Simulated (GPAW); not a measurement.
**A GW chain in GPAW: SnO2 (Cassiterite)**

Aim: the G0W0 gap of SnO2 (Cassiterite) on PBE, step by step.

Method: PBE and many-body steps on it, plane waves, in GPAW 26.7.0.

**Experimental background.**

- Gap 3.6 eV: experimental gap quoted from earlier work; bulk crystal (quoted in “Study on the Photocatalytic Properties of Flower-Shaped SnO2”, 2022, pmc:9565917).

### 1. Starting point

The structure is tetragonal, space group P4_2/mnm (No. 136). The conventional cell has a = 4.738 Å, b = 4.738 Å, c = 3.187 Å, α = 90.00°, β = 90.00°, γ = 90.00°. Nearest to Sn lie 6 O at 2.05 to 2.06 Å. Nearest to O lie 3 Sn at 2.05 to 2.06 Å. Farther neighbours and most contacts between anions are not listed.

The cell and positions come from the Crystallography Open Database and are kept as given unless a step says otherwise.

### 2. Ground state

This step: GPAW 26.7.0; DFT, PBE, plane waves, PAW.

The ground-state density comes first.

File run.py:

```python
import json
import numpy as np
from gpaw.mpi import world
from ase import Atoms
from gpaw import GPAW, PW, FermiDirac

atoms = Atoms(['Sn', 'Sn', 'O', 'O', 'O', 'O'],
    cell=[[4.7380000000, 0.0000000000, 0.0000000000],
      [0.0000000000, 4.7380000000, 0.0000000000],
      [0.0000000000, 0.0000000000, 3.1865000000]],
    scaled_positions=[[0.0000000000, 0.0000000000, 0.0000000000],
      [0.5000000000, 0.5000000000, 0.5000000000],
      [0.3071000000, 0.3071000000, 0.0000000000],
      [0.1929000000, 0.8071000000, 0.5000000000],
      [0.6929000000, 0.6929000000, 0.0000000000],
      [0.8071000000, 0.1929000000, 0.5000000000]],
    pbc=(True, True, True))
calc = GPAW(mode=PW(600),
    xc='PBE',
    kpts={'size': (6, 6, 8), 'gamma': True},
    occupations=FermiDirac(0.001),
    nbands=-9,
    convergence={'density': 1e-6, 'bands': -3},
    maxiter=100,
    txt='gs.txt')
atoms.calc = calc
res = {'energy': atoms.get_potential_energy()}
kpts = calc.get_ibz_k_points()
res['kpts'] = kpts
res['eigenvalues'] = [calc.get_eigenvalues(kpt=k) for k in range(len(kpts))]
res['n_electrons'] = calc.get_number_of_electrons()
calc.write('gs.gpw')

if world.rank == 0:
    with open('result.json', 'w') as f:
        json.dump(res, f, default=lambda x: x.tolist())
```

The run is started by

```bash
mpirun -n 4 gpaw python run.py
```

Numbers of over 12 decimals in the logs are rounded to 6 here.

The program printed:

```text
__  _  _
 | _ |_)|_||  |
 |__||  | ||/\| - 26.7.0

Input parameters:
  mode=PW(ecut=600.0),
  convergence={'density': 1e-06, 'bands': -3},
  kpts=MonkhorstPack(size=(6, 6, 8), gamma=True),
  maxiter=100,
  nbands=-9,
  occupations=Occupations(name='fermi-dirac', width=0.001, fixmagmom=False),
  xc=XC(name='PBE')
  [... matrices ...]
Diagonalizing LCAO Hamiltonian
Converting LCAO to pw mode
    .-----------.
   /|           |
  / |           |
 *  | O         |
 |  .---Sn-O----.
 | /       O   /
 |/   O       /
 Sn----------*

Atoms  # Å, Bohr magnetons
|   | symbol |        x |        y |        z |    initial magnetic moments |
| 0 |     Sn | 0.000000 | 0.000000 | 0.000000 | ( 0.0000,  0.0000,  0.0000) |
| 1 |     Sn | 2.369000 | 2.369000 | 1.593250 | ( 0.0000,  0.0000,  0.0000) |
| 2 |      O | 1.455040 | 1.455040 | 0.000000 | ( 0.0000,  0.0000,  0.0000) |
| 3 |      O | 0.913960 | 3.824040 | 1.593250 | ( 0.0000,  0.0000,  0.0000) |
| 4 |      O | 3.282960 | 3.282960 | 0.000000 | ( 0.0000,  0.0000,  0.0000) |
| 5 |      O | 3.824040 | 0.913960 | 1.593250 | ( 0.0000,  0.0000,  0.0000) |

Unit cell  # Å
| periodic |        x |        y |        z |  lengths |    angles |
|      yes | 4.738000 | 0.000000 | 0.000000 | 4.738000 | 90.000000 |
|      yes | 0.000000 | 4.738000 | 0.000000 | 4.738000 | 90.000000 |
|      yes | 0.000000 | 0.000000 | 3.186500 | 3.186500 | 90.000000 |

Number of symmetries: 8
Symmetry operations  # r_c * U_cc + t_c -> r_c
|   | kind |            matrix            |
| 0 |  E   |  1, 0, 0,  0, 1, 0,  0, 0, 1 |
| 1 |  σ   |  1, 0, 0,  0, 1, 0,  0, 0,-1 |
| 2 |  σ   |  0, 1, 0,  1, 0, 0,  0, 0, 1 |
| 3 |  C2  |  0, 1, 0,  1, 0, 0,  0, 0,-1 |
| 4 |  σ   |  0,-1, 0, -1, 0, 0,  0, 0, 1 |
| 5 |  C2  |  0,-1, 0, -1, 0, 0,  0, 0,-1 |
| 6 |  C2  | -1, 0, 0,  0,-1, 0,  0, 0, 1 |
| 7 |  i   | -1, 0, 0,  0,-1, 0,  0, 0,-1 |

BZ-sampling:
  Number of BZ points: 288
  Number of IBZ points: 65

  Monkhorst-Pack size: [6, 6, 8]
  Monkhorst-Pack shift: [0.083333, 0.083333, 0.0625]

K-points  # in reciprocal-cell coordinates
|     |                                coordinates |     weight |
|   0 | (  0.00000000,   0.00000000,   0.00000000) | 0.00347222 |
|   1 | (  0.00000000,   0.00000000,   0.12500000) | 0.00694444 |
|   2 | (  0.00000000,   0.00000000,   0.25000000) | 0.00694444 |
|   3 | (  0.00000000,   0.00000000,   0.37500000) | 0.00694444 |
|   4 | (  0.00000000,   0.00000000,   0.50000000) | 0.00347222 |
|   5 | (  0.16666667,  -0.16666667,   0.00000000) | 0.00694444 |
|   6 | (  0.16666667,  -0.16666667,   0.12500000) | 0.01388889 |
|   7 | (  0.16666667,  -0.16666667,   0.25000000) | 0.01388889 |
|   8 | (  0.16666667,  -0.16666667,   0.37500000) | 0.01388889 |
|   9 | (  0.16666667,  -0.16666667,   0.50000000) | 0.00694444 |
| ... |                                            |            |
|  64 | (  0.50000000,   0.50000000,   0.50000000) | 0.00347222 |

Plane wave coefficients: 2409
Cutoff: 600.0 eV

Spin-components: 1 (collinear spins)
Bands:           35
Projectors:      32
Spin-degeneracy: 2
Datatype:        complex128

  Storage: CPU
  Wave functions: 87_687_600 bytes (21_921_900 per core)
  Projectors: 65_139_360 bytes (16_284_840 per core)
  [... matrices ...]
Parallelization:
  kpt:    4
  domain: 1
  band:   1

Density:
  Valence electrons: 52.0
  Components: 1
  Grid points: [27 27 20]
  Charge: 0.0  # |e|

Potential:
  Grid points: [27 27 20]

species:
  Sn:
    name:    Tin
    Z:       50.0
    valence: 14
    core:    36
    charge:  0.0  # [|e|]
    compensation charges:
      type: gauss
      rc: 0.38  # [Å]
      lmax: 2
    cutoffs:
      filter: 2.23  # [Å]
      core: 2.35  # [Å]
    projectors
    | kind |    occ | energy [eV] | rcut [Å] |
    |   5s |  2.000 |     -10.538 |    1.201 |
    |   5p |  2.000 |      -3.696 |    1.270 |
    |   4d | 10.000 |     -25.845 |    1.185 |
    |    s |        |      16.674 |    1.201 |
    |    p |        |      23.515 |    1.270 |
    |    d |        |       1.367 |    1.185 |

    Using partial waves for Sn as LCAO basis

  O:
    name:    Oxygen
    Z:       8.0
    valence: 6
    core:    2
    charge:  0.0  # [|e|]
    compensation charges:
      type: gauss
      rc: 0.21  # [Å]
      lmax: 2
    cutoffs:
      filter: 1.17  # [Å]
      core: 0.83  # [Å]
    projectors
    | kind |    occ | energy [eV] | rcut [Å] |
    |   2s |  2.000 |     -23.961 |    0.688 |
    |   2p |  4.000 |      -9.029 |    0.598 |
    |    s |        |       3.251 |    0.688 |
    |    p |        |      18.182 |    0.598 |
    |    d |        |       0.000 |    0.619 |

    Using partial waves for O as LCAO basis

Reference energy: -344184.795819  # eV

eigensolver:
  PPCG
  Converge bands: -3
  niter=2

density mixing:
  MSR1-Mixer
  Pratt-step length: 0.05
  Maximum mixing coefficient: 0.75
  Old densities: 10
  SVD Regularization: 0.005
  Good broyden scale: 1.0
  Trust region scale: 1.0
  Backstep threshold: 4.0
  History deletion threshold: 6.0
  Fourier metric: weight=20.0, sigma=0.015

occupation numbers:
  Fermi-Dirac:
    width: 0.0010  # eV

poisson solver:
  ecut: 4800.0  # eV

xc functional:
  name: PBE with 2 nearest neighbor stencil

Initialization done in: 2.668 s

convergence criteria:
- Maximum integral of absolute [dens]ity change: 1e-06 electrons / valence electron
- Maximum [total energy] change in last 3 cyles: 0.0005 eV / valence electron
- Maximum integral of absolute [eigenst]ate change: 4e-08 eV^2 / valence electron
maximum number of iterations: 100

SCF iterations
|iter     |     time |      energy | eigst |  dens |
|iter:   1|  |  -44.256717 | +0.60 |       |
|iter:   2|  |  -42.711287 | -0.95 | -0.87 |
|iter:   3|  |  -38.435473 | -0.29 | -0.93 |
|iter:   4|  |  -38.430839 | -2.24 | -1.50 |
|iter:   5|  |  -38.442170c| -2.75 | -1.81 |
|iter:   6|  |  -38.442640c| -3.33 | -2.89 |
|iter:   7|  |  -38.442732c| -3.50 | -3.32 |
|iter:   8|  |  -38.442722c| -3.64 | -3.85 |
|iter:   9|  |  -38.442723c| -4.44 | -4.34 |
|iter:  10|  |  -38.442723c| -5.08 | -4.95 |
|iter:  11|  |  -38.442723c| -5.22 | -5.35 |
|iter:  12|  |  -38.442723c| -5.22 | -6.35c|
|iter:  13|  |  -38.442723c| -4.07 | -6.78c|
|iter:  14|  |  -38.442723c| -4.39 | -7.38c|
|iter:  15|  |  -38.442723c| -4.79 | -7.77c|
|iter:  16|  |  -38.442723c| -5.27 | -8.18c|
|iter:  17|  |  -38.442723c| -5.48 | -8.70c|
|iter:  18|  |  -38.442723c| -5.73 | -8.87c|
|iter:  19|  |  -38.442723c| -5.99 | -9.57c|
|iter:  20|  |  -38.442723c| -6.45 | -9.54c|
|iter:  21|  |  -38.442723c| -6.28 | -9.96c|
|iter:  22|  |  -38.442723c| -6.70 |-10.12c|
|iter:  23|  |  -38.442723c| -7.73c|-10.23c|

Converged in 23 steps
SCF loop duration: 27.048 s (1.176 s/step)
Energy contributions relative to reference atoms: (reference = -344184.795819)
  [... matrices ...]
Energy contributions:
  Kinetic:          78.601764
  Coulomb:         -68.646726
  Zero:             -0.070256
  External:          0.000000
  Xc:              -48.327505
  Entropy:          -0.000000
  Spinorbit:         0.000000
  ----------------------------
  Free energy:     -38.442723
  Extrapolated:    -38.442723

dipole moment: (-15.483176, -15.483176, -28.293226)  # |e|*Ang

Fermi level: 6.308
Eigenvalues  # (at kpt = [0.000, 0.000, 0.000])
| band index |      eig [eV] | occ [0-2] |
|          0 |       -15.026 |     2.000 |
|        ... |               |           |
|         18 |         2.981 |     2.000 |
|         19 |         4.031 |     2.000 |
|         20 |         4.160 |     2.000 |
|         21 |         4.865 |     2.000 |
|         22 |         4.865 |     2.000 |
|         23 |         5.303 |     2.000 |
|         24 |         5.303 |     2.000 |
|         25 |         6.074 |     2.000 |
|         26 |         7.386 |     0.000 |
[...]
|         30 |        16.589 |     0.000 |
|         31 |        16.719 |     0.000 |
|         32 |        18.211 |     0.000 |
|         33 |        18.747 |     0.000 |
|         34 |        21.419 |     0.000 |

Gap: 1.311 eV
Transition (v -> c):
  (s=0, k=0, n=25, [0.00, 0.00, 0.00]) -> (s=0, k=0, n=26, [0.00, 0.00, 0.00])
No difference between direct/indirect transitions
# Writing to gs.gpw (mode='')
  [... matrices ...]
```

Elapsed: 32 s, on 4 MPI ranks of AMD EPYC 9R14 (Zen 4), shared host; peak memory 0.84 GiB; 2 min of CPU time.

This step gave:

* total energy: -38.44 eV
* gap: 1.311 eV
* k of the valence top: 0, 0, 0
* k of the conduction bottom: 0, 0, 0
* least direct gap: 1.311 eV

The gap is direct, at Γ.

### 3. Bands along the symmetry lines

The cheap functional maps the bands first; the places of the edges decide which points the dearer methods must see.

File run.py:

```python
import json
import numpy as np
from gpaw.mpi import world
from gpaw import GPAW

path = [[0.000000, 0.000000, 0.000000],
    [0.000000, 0.062500, 0.000000],
    [0.000000, 0.125000, 0.000000],
    [0.000000, 0.187500, 0.000000],
    [0.000000, 0.250000, 0.000000],
    [0.000000, 0.312500, 0.000000],
    [0.000000, 0.375000, 0.000000],
    [0.000000, 0.437500, 0.000000],
    [0.000000, 0.500000, 0.000000],
    [0.062500, 0.500000, 0.000000],
    [0.125000, 0.500000, 0.000000],
    [0.187500, 0.500000, 0.000000],
    [0.250000, 0.500000, 0.000000],
    [0.312500, 0.500000, 0.000000],
    [0.375000, 0.500000, 0.000000],
    [0.437500, 0.500000, 0.000000],
    [0.500000, 0.500000, 0.000000],
    [0.437500, 0.437500, 0.000000],
    [0.375000, 0.375000, 0.000000],
    [0.312500, 0.312500, 0.000000],
    [0.250000, 0.250000, 0.000000],
    [0.187500, 0.187500, 0.000000],
    [0.125000, 0.125000, 0.000000],
    [0.062500, 0.062500, 0.000000],
    [0.000000, 0.000000, 0.000000],
    [0.000000, 0.000000, 0.062500],
    [0.000000, 0.000000, 0.125000],
    [0.000000, 0.000000, 0.187500],
    [0.000000, 0.000000, 0.250000],
    [0.000000, 0.000000, 0.312500],
    [0.000000, 0.000000, 0.375000],
    [0.000000, 0.000000, 0.437500],
    [0.000000, 0.000000, 0.500000],
    [0.000000, 0.062500, 0.500000],
    [0.000000, 0.125000, 0.500000],
    [0.000000, 0.187500, 0.500000],
    [0.000000, 0.250000, 0.500000],
    [0.000000, 0.312500, 0.500000],
    [0.000000, 0.375000, 0.500000],
    [0.000000, 0.437500, 0.500000],
    [0.000000, 0.500000, 0.500000],
    [0.062500, 0.500000, 0.500000],
    [0.125000, 0.500000, 0.500000],
    [0.187500, 0.500000, 0.500000],
    [0.250000, 0.500000, 0.500000],
    [0.312500, 0.500000, 0.500000],
    [0.375000, 0.500000, 0.500000],
    [0.437500, 0.500000, 0.500000],
    [0.500000, 0.500000, 0.500000],
    [0.437500, 0.437500, 0.500000],
    [0.375000, 0.375000, 0.500000],
    [0.312500, 0.312500, 0.500000],
    [0.250000, 0.250000, 0.500000],
    [0.187500, 0.187500, 0.500000],
    [0.125000, 0.125000, 0.500000],
    [0.062500, 0.062500, 0.500000],
    [0.000000, 0.000000, 0.500000],
    [0.000000, 0.500000, 0.000000],
    [0.000000, 0.500000, 0.062500],
    [0.000000, 0.500000, 0.125000],
    [0.000000, 0.500000, 0.187500],
    [0.000000, 0.500000, 0.250000],
    [0.000000, 0.500000, 0.312500],
    [0.000000, 0.500000, 0.375000],
    [0.000000, 0.500000, 0.437500],
    [0.000000, 0.500000, 0.500000],
    [0.500000, 0.500000, 0.000000],
    [0.500000, 0.500000, 0.062500],
    [0.500000, 0.500000, 0.125000],
    [0.500000, 0.500000, 0.187500],
    [0.500000, 0.500000, 0.250000],
    [0.500000, 0.500000, 0.312500],
    [0.500000, 0.500000, 0.375000],
    [0.500000, 0.500000, 0.437500],
    [0.500000, 0.500000, 0.500000]]
calc = GPAW('gs.gpw').fixed_density(kpts=path,
    symmetry='off',
    nbands=36,
    convergence={'bands': 32},
    txt='bands.txt')
res = {}
kpts = calc.get_ibz_k_points()
res['kpts'] = kpts
res['eigenvalues'] = [calc.get_eigenvalues(kpt=k) for k in range(len(kpts))]
res['n_electrons'] = calc.get_number_of_electrons()

if world.rank == 0:
    with open('result.json', 'w') as f:
        json.dump(res, f, default=lambda x: x.tolist())
```

The run is started by

```bash
mpirun -n 4 gpaw python run.py
```

The program printed:

```text
Diagonalizing LCAO Hamiltonian
Converting LCAO to pw mode
convergence criteria:
- Maximum integral of absolute [eigenst]ate change: 4e-08 eV^2 / valence electron
maximum number of iterations: 100

SCF iterations
|iter     |     time |      energy | eigst |  dens |
|iter:   1|  |             | +0.87 |       |
|iter:   2|  |             | -0.84 |       |
|iter:   3|  |             | -1.77 |       |
[...]
|iter:  15|  |             | -6.65 |       |
|iter:  16|  |             | -7.02 |       |
|iter:  17|  |             | -7.50c|       |
SCF steps: 17
  __  _  _
 | _ |_)|_||  |
 |__||  | ||/\| - 26.7.0

Input parameters:
  mode=PW(ecut=600.0),
  convergence={'bands': 32},
  gpts=array([27, 27, 20]),
  kpts=KPoints(kpts=array([[0.    , 0.    , 0.    ],
         [0.    , 0.0625, 0.    ],
         [0.    , 0.125 , 0.    ],
         [0.    , 0.1875, 0.    ],
         [0.    , 0.25  , 0.    ],
         [0.    , 0.3125, 0.    ],
         [0.    , 0.375 , 0.    ],
[...]
[0.0625, 0.5   , 0.    ],
[...]
[0.1875, 0.5   , 0.    ],
[...]
[0.3125, 0.5   , 0.    ],
[...]
[0.4375, 0.4375, 0.    ],
[...]
[0.3125, 0.3125, 0.    ],
[...]
[0.1875, 0.1875, 0.    ],
[...]
[0.    , 0.    , 0.0625],
[...]
[0.    , 0.    , 0.1875],
[...]
[0.    , 0.    , 0.3125],
[...]
[0.    , 0.3125, 0.5   ],
[...]
[0.    , 0.4375, 0.5   ],
[...]
[0.3125, 0.5   , 0.5   ],
[...]
[0.4375, 0.5   , 0.5   ],
[...]
[0.1875, 0.1875, 0.5   ],
[...]
[0.0625, 0.0625, 0.5   ],
[...]
[0.5   , 0.5   , 0.25  ],
         [0.5   , 0.5   , 0.3125],
         [0.5   , 0.5   , 0.375 ],
         [0.5   , 0.5   , 0.4375],
         [0.5   , 0.5   , 0.5   ]])),
  maxiter=100,
  nbands=36,
  occupations=Occupations(name='fermi-dirac', width=0.001, fixmagmom=False),
  parallel={},
  symmetry=Symmetry(point_group=False, time_reversal=False),
  xc=XC(name='PBE')
  [... matrices ...]
timing:  # [seconds]
  Total: 0.038  # ━━━━━━━━━━━━━━━━━━━━━━━━━━━━━━━━━━━━━━━━━━━━━━━━━━━━━━━━━━━
```

The job ended after 26 s (4 MPI ranks; peak memory 0.94 GiB; 100 s of CPU time).

Numbers from this step:

```yaml
gap: 1.311 eV
k_of_the_valence_top: 0, 0, 0
k_of_the_conduction_bottom: 0, 0, 0
least_direct_gap: 1.311 eV
```

The gap is 1.311 eV, as in the run before at this level.

Electronic bands along the path, in eV, zero at the top of the highest filled band:

```
    point  band 23  band 24  band 25  band 26  band 27  band 28  band 29  band 30
        Γ    -1.21    -0.77    -0.77     0.00     1.31     6.18     6.37     6.37
  halfway    -1.20    -1.18    -0.74    -0.28     2.60     5.72     6.63     6.81
        X    -1.17    -1.17    -0.63    -0.63     4.47     4.47     7.11     7.12
  halfway    -1.23    -1.23    -0.77    -0.77     4.67     4.67     7.34     7.34
        M    -1.29    -1.29    -0.89    -0.89     4.87     4.87     7.55     7.55
  halfway    -1.25    -1.17    -0.82    -0.48     3.37     5.46     7.00     7.09
        Γ    -1.21    -0.77    -0.77     0.00     1.31     6.18     6.37     6.37
  halfway    -2.50    -0.83    -0.83    -0.50     3.88     6.98     8.46     8.46
        Z    -1.65    -1.65    -1.25    -1.25     6.26     6.26     9.81     9.81
  halfway    -1.42    -1.42    -1.12    -1.12     6.37     6.37     8.86     8.86
        R    -1.10    -1.10    -0.68    -0.68     6.53     6.53     8.10     8.10
  halfway    -1.01    -1.01    -0.97    -0.97     5.56     5.56     8.74     8.74
        A    -0.97    -0.97    -0.83    -0.83     4.96     4.96     8.91     8.91
  halfway    -1.26    -1.24    -1.04    -0.96     5.73     6.27     8.06     9.95
        Z    -1.65    -1.65    -1.25    -1.25     6.26     6.26     9.81     9.81
jump to X    -1.17    -1.17    -0.63    -0.63     4.47     4.47     7.11     7.12
  halfway    -1.25    -1.25    -0.83    -0.83     5.62     5.62     8.81     8.81
        R    -1.10    -1.10    -0.68    -0.68     6.53     6.53     8.10     8.10
jump to M    -1.29    -1.29    -0.89    -0.89     4.87     4.87     7.55     7.55
  halfway    -0.86    -0.86    -0.85    -0.85     5.20     5.20     8.84     8.84
        A    -0.97    -0.97    -0.83    -0.83     4.96     4.96     8.91     8.91
```

### 4. Empty states on the mesh, 4×4×6 mesh, 172 bands

The sums over transitions need many empty states on a uniform mesh; this step solves for them.

File run.py:

```python
import json
import numpy as np
from gpaw.mpi import world
from gpaw import GPAW

calc = GPAW('gs.gpw').fixed_density(kpts={'size': (4, 4, 6), 'gamma': True},
    parallel={'domain': 1, 'band': 1},
    txt='nscf.txt')
calc.diagonalize_full_hamiltonian(nbands=172)
calc.write('full.gpw', mode='all')
res = {}
kpts = calc.get_ibz_k_points()
res['kpts'] = kpts
res['eigenvalues'] = [calc.get_eigenvalues(kpt=k) for k in range(len(kpts))]
res['n_electrons'] = calc.get_number_of_electrons()

if world.rank == 0:
    with open('result.json', 'w') as f:
        json.dump(res, f, default=lambda x: x.tolist())
```

The run is started by

```bash
mpirun -n 4 gpaw python run.py
```

The program printed:

```text
Diagonalizing LCAO Hamiltonian
Converting LCAO to pw mode
convergence criteria:
- Maximum integral of absolute [eigenst]ate change: 4e-08 eV^2 / valence electron
maximum number of iterations: 100

SCF iterations
|iter     |     time |      energy | eigst |  dens |
|iter:   1|  |             | +0.83 |       |
|iter:   2|  |             | -0.93 |       |
|iter:   3|  |             | -1.83 |       |
[...]
|iter:  30|  |             | -7.17 |       |
|iter:  31|  |             | -7.33 |       |
|iter:  32|  |             | -7.57c|       |
SCF steps: 32
  __  _  _
 | _ |_)|_||  |
 |__||  | ||/\| - 26.7.0

Input parameters:
  mode=PW(ecut=600.0),
  convergence={'density': 1e-06, 'bands': -3},
  gpts=array([27, 27, 20]),
  kpts=MonkhorstPack(size=(4, 4, 6), gamma=True),
  maxiter=100,
  nbands=35,
  occupations=Occupations(name='fermi-dirac', width=0.001, fixmagmom=False),
  parallel={'domain': 1, 'band': 1},
  xc=XC(name='PBE')
Matrix size: 2409x2409
# Writing to full.gpw (mode='all')
  [... matrices ...]

timing:  # [seconds]
  Total: 41.514  # ━━━━━━━━━━━━━━━━━━━━━━━━━━━━━━━━━━━━━━━━━━━━━━━━━━━━━━━━━━
```

It took 57 s on 4 MPI ranks; peak memory 2.7 GiB.

Numbers from this step:

* gap: 1.311 eV
* k of the valence top: 0, 0, 0
* k of the conduction bottom: 0, 0, 0
* least direct gap: 1.311 eV
* k points computed: 28
* lowest point of the top converged band, above the valence top: 83.7135 eV

On this mesh the gap is 1.311 eV.

(Continued in part 2 of 2.)

[Paths, hosts, dates, memory and timing lines, banners, echoed tables and standing remarks are left out of the program output.]

[Logs are printed without paths, hosts, clocks, repeated set-up lines and the standing remarks that a program may print on its own settings, such as how far it seeks lower states.]

[Runs of the session that timed out or met a known fault of the program may be left out.]

[Hosts, paths, dates, database ids (printed as entryN), source tags and the programs' standing remarks are cut or masked in the printed files.]
